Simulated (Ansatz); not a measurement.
Planning a run of Ansatz 0.2.0 on WSO (2H monolayer (Janus)). The input:

```yaml
crystal:
  lattice:
    - [3.0054232082, 0.0, 0.0]
    - [-1.5027116041, 2.6027728474, 0.0]
    - [0.0, 0.0, 28.8]
  atoms:
    - { symbol: W, position: [0.3333333333, 0.6666666667, 0.5081420806] }
    - { symbol: O, position: [0.6666666667, 0.3333333333, 0.5486219072] }
    - { symbol: S, position: [0.6666666667, 0.3333333333, 0.4513780928] }
  periodic: [true, true, false]
kpoints:
  mp_grid: { grid: [6, 6, 1] }
  band_path:
    path:
      - [0.0, 0.0, 0.0]
      - [0.5, 0.0, 0.0]
      - [0.3333333333, 0.3333333333, 0.0]
      - [0.05, 0.0, 0.0]
    npoints: 1
hamiltonian:
  xc: pbe0
  pseudopotentials: { kind: paw, azcp: { folder: soft_1 } }
scf:
  occupations: { method: fixed }
  n_extra_bands: 5
output:
  eigenvalues: true
  write_density: true
  write_potential: true
  elf: true
  volumetric_format: npy
```

```sh
ansatz run input.yaml --threads 4 --pin off --max-ram 17510MiB --backend cpu --events-out ev --progress --plain --runs-dir out
```

Q: Estimate wall time and host memory on 4 threads of Intel Xeon 6975P-C (Granite Rapids), shared host.

It took 26 s; on shared hardware allow 13 s to 51 s. Peak host memory was 2.6 GiB. The sizes that set the cost: 4249 plane waves a state, 7 irreducible k points and 21 SCF cycles.

Exact exchange couples every pair of k points and filled bands, so it costs far more than a semilocal run.

[Paths, hosts, dates, memory and timing lines, banners, echoed tables and standing remarks are left out of the program output.]

[Logs are printed without paths, hosts, clocks, repeated set-up lines and the standing remarks that a program may print on its own settings, such as how far it seeks lower states.]

[Runs of the session that timed out or met a known fault of the program may be left out.]

[Cells called generated may have been cut or substituted from an entry of the Crystallography Open Database or the Materials Project.]

[Hosts, paths, dates, database ids (printed as entryN), source tags and the programs' standing remarks are cut or masked in the printed files.]
